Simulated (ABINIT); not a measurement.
Planning a run of ABINIT 10.8.3 on SnSe2 (P-3m1). The input:

```
acell 3*1.0 Angstrom
rprim 
  3.772889999987 0.000000000003 0.000000000000
  -1.886444999996 3.267418585672 0.000000000000
  0.000000000000 0.000000000000 6.136000000000
ntypat 2
znucl 50 34
natom 3
typat 1 2 2
xred 
  0.000000000000 0.000000000000 0.000000000000
  0.333333333333 0.666666666667 0.263109103304
  0.666666666667 0.333333333333 0.736890896696
pp_dirpath "pseudos"
pseudos "Sn.upf, Se.upf"
ecut 48
ngkpt 3 3 2
nshiftk 1
shiftk 0 0 0
kptopt 1
chksymbreak 0
istwfk *1
occopt 1
irdwfk 1
optdriver 4
nband 153
gwcalctyp 0
ecutsigx 48
symsigma 1
nkptgw 3
kptgw 
  0.0000000000 0.0000000000 0.5000000000
  0.3333333333 0.3333333333 0.0000000000
  0.0000000000 0.0000000000 0.0000000000
bdgw 
  34 37
  34 38
  33 37
ecuteps 6
irdscr 1
ppmodel 1
indata_prefix "in"
outdata_prefix "out"
tmpdata_prefix "tmp"
```

```sh
OMP_NUM_THREADS=1 mpirun -n 4 abinit run.abi > log
```

**Question.** How long will it take on 4 MPI ranks of Arm Neoverse V1, shared host, and how much memory?

It took 30 s; on shared hardware allow 15 s to 60 s. Peak host memory was 1.2 GiB.

[Paths, hosts, dates, memory and timing lines, banners, echoed tables and standing remarks are left out of the program output.]

[Logs are printed without paths, hosts, clocks, repeated set-up lines and the standing remarks that a program may print on its own settings, such as how far it seeks lower states.]

[Runs of the session that timed out or met a known fault of the program may be left out.]

[Hosts, paths, dates, database ids (printed as entryN), source tags and the programs' standing remarks are cut or masked in the printed files.]

[G0W0 gaps are taken among the corrected bands and points alone; a level outside them can change the order at an edge.]

[Where Ansatz stands beside ABINIT at settings called matched, ABINIT's density can come from a denser mesh and the files from another edition; pairs whose starting gaps differed by over 0.03 eV were left out, so agreement reads better than it is.]
